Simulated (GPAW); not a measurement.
# STM contrast on 1T-PtS2 monolayer, part 2 of 2

What would a tunnelling microscope show on 1T-PtS2 monolayer?

GPAW 26.7.0; GPAW, PAW setups; layer in a repeated cell with vacuum, relaxation of atoms and in-plane cell (the session's first sound run).

So far. Step 2 (Relaxing the atoms): The relaxation lowered the energy of the cell by 0.698 eV (energies extrapolated to zero smearing; the optimiser's log prints free energies). The largest force left on a free atom is 0.012 eV/Å.

### 3. The slab's potential (continued)

Level of this step: GPAW, PAW setups; slab in vacuum (GPAW).

Tip height over the top atom over a1 and a2. Sample bias 2 V, constant current at the mean current 3.5 Å over the top atom.

Ten even steps from '_' (3.43 Å) to '@' (3.60 Å):
```
______::--==++********++==--::______
____::--++**##########**++--::______
..::--++**##%%%%%%%%##**++--::..____
::--++**##%%@@@@@@%%##**++--::......
--==**##%%@@@@@@@@%%##**==--........
==++##%%@@@@@@@@@@%%##++==::......::
==**##%%@@@@@@@@%%##**==--::....::--
++**##%%@@@@@@%%##**++--::......::--
++**##%%%%%%%%##**++==::..____..::==
++**##########**++==::..______..::==
==++********++==--::..________..::--
====++++++====--::..__________..::--
------------::::..____________..::::
::::::::::........__________........
..____..............................
________......::::::::::::::......__
________....::----====----::....____
______..::--====++++++====--::..____
```
Columns: a1 from 0 to 0.944; rows upwards: a2 from 0 to 0.944.

Local density of states summed over the bias window over a1 and a2. Sample bias 2 V, constant height 3.5 Å over the top atom.

Ten even steps from '_' (2.75 × 1e-5 arbitrary) to '@' (4.12 × 1e-5 arbitrary):
```
____..::----==++++++++==----::..____
__..::--==++**********++==--::..____
..::--==++**########**++==--::..____
..--==++**%%%%@@%%%%**++==--........
::--++**%%@@@@@@@@%%**++--::........
--==**##%%@@@@@@%%##**==--::......::
==++**##@@@@@@@@##**++==::........::
==++**##%%@@%%##**++==--::..__..::--
==++**##%%%%##**++==--::..____..::--
==++**********++==--::..______..::--
====++++++++====--::..________..::--
----======----::::..__________..::::
::--------::::....____________....::
..::::::........______________......
....................................
________........::::::::::........__
________....::::--------::::....____
______....::--==========--::....____
```
Columns: a1 from 0 to 0.944; rows upwards: a2 from 0 to 0.944.

The layer is gapped, so the Fermi level lies somewhere inside the gap, set by smearing and numerics, and these work functions are no property of the material; the band edges below the vacuum level are. The potential is flat to 2.4e-5 eV/Å where it is read, so the vacuum is wide enough.

### 4. A changed run

One more run, with changed settings.

Input file run.py:

```python
import json
import numpy as np
from ase import Atoms
from gpaw import GPAW, PW

slab = Atoms(
    ['S', 'Pt', 'S'],
    positions=[
        [1.78665, 1.03152, 9.00000],
        [-0.00000, 0.00000, 10.23304],
        [-0.00000, 2.06305, 11.46608]],
    cell=[[3.5733, 0.0, 0.0], [-1.78665, 3.09457, 0.0], [0.0, 0.0, 20.4661]],
    pbc=[True, True, False])

slab.calc = GPAW(mode=PW(400), xc='PBE', kpts={'size': (9, 9, 1), 'gamma': True},
                 occupations={'name': 'fermi-dirac', 'width': 0.05}, nbands='160%',
                 convergence={'density': 1e-05}, maxiter=3,
                 poissonsolver={'dipolelayer': 'xy'},
                 symmetry={'tolerance': 1e-3}, txt='slab.txt')
result = {}
energy = slab.get_potential_energy()
fermi = slab.calc.get_fermi_level()
v = slab.calc.get_electrostatic_potential().mean((0, 1)) - fermi
n = slab.calc.get_pseudo_density().mean((0, 1))
L = slab.cell[2, 2]
z = np.arange(len(v)) * L / len(v)
low, high = slab.positions[:, 2].min(), slab.positions[:, 2].max()
below, above = np.interp([low - 6.8, high + 6.8], z, v)
slopes = [np.interp(x, z, np.gradient(v, z)) for x in (low - 6.8, high + 6.8)]
eps = np.array([[slab.calc.get_eigenvalues(k, s) for k in range(len(slab.calc.get_ibz_k_points()))]
                for s in range(slab.calc.get_number_of_spins())]) - fermi
top, bottom = eps[eps < 0].max(), eps[eps > 0].min()
dipole = slab.get_dipole_moment()[2]
print(f'energy {energy:.4f} eV, Fermi level {fermi:.4f} eV, dipole {dipole:.5f} e A')
print(f'potential 6.8 A off the faces, from the Fermi level: lower {below:.4f} eV, upper {above:.4f} eV')
print(f'slope of the potential there: lower {slopes[0]:.5f}, upper {slopes[1]:.5f} eV/A')
print(f'nearest levels on the mesh: {top:.4f} and {bottom:.4f} eV')
print('magnetic moment', round(slab.get_magnetic_moment(), 3))
result.update(energy=energy, fermi=fermi, dipole=dipole, below=below, above=above, slopes=slopes, edges=[top, bottom],
              z=z.tolist(), v=v.tolist(), n=n.tolist(), positions=slab.positions.tolist(),
              forces=slab.get_forces(apply_constraint=False).tolist(), moments=slab.get_magnetic_moments().tolist())
json.dump(result, open('result.json', 'w'))
```

Command:

```bash
> OMP_NUM_THREADS=1 OPENBLAS_NUM_THREADS=1 python run.py
```

Log:

```text
gpaw.KohnShamConvergenceError
```

Wall time 6.4 s (1 thread of Arm Neoverse V2, shared host); peak memory 0.19 GiB.

The run stopped without converging, so none of its numbers is a property of the system.

The fault put into the input: too few SCF iterations (maxiter = 3).

### 5. What came out

```json
{
  "work function, both faces (Fermi level placed in the gap by the smearing)": "5.48 eV",
  "ionisation energy from the upper face (highest filled level on the mesh)": "6.40 eV",
  "electron affinity from the upper face (lowest empty Kohn-Sham level on the mesh)": "4.62 eV",
  "dipole along the normal": "-2.0e-4 e Å",
  "corrugation at -1.5 V": "0.262 Å",
  "corrugation at 2 V": "0.170 Å"
}
```

The corrugation at constant current is largest at -1.5 V, where the tip height varies by 0.26 Å over the cell. Negative sample bias images filled states, positive bias empty ones. The levels nearest the Fermi level on the mesh lie 1.79 eV apart, so the slab is gapped there: the smearing puts the Fermi level inside the gap, and from either face the ionisation energy is the work function plus 0.92 eV. Both are Kohn-Sham levels on the mesh, and semilocal gaps are too small, so the affinity tends to come out too large and the ionisation energy too small. The images are of Tersoff-Hamann type: an s-wave tip, no tip-sample forces, heights closer than in a microscope. With elements this heavy, spin-orbit coupling can move band edges by tenths of an eV. Biases count from a Fermi level whose place in the gap is arbitrary, so only their reach past the band edges has a meaning. The layer's cell and atoms come from the relaxation; spin-orbit coupling and temperature are left out.

[Logs are printed without paths, hosts, clocks, repeated set-up lines and the standing remarks that a program may print on its own settings, such as how far it seeks lower states.]

[Hosts, paths, dates, database ids (printed as entryN), source tags and the programs' standing remarks are cut or masked in the printed files.]
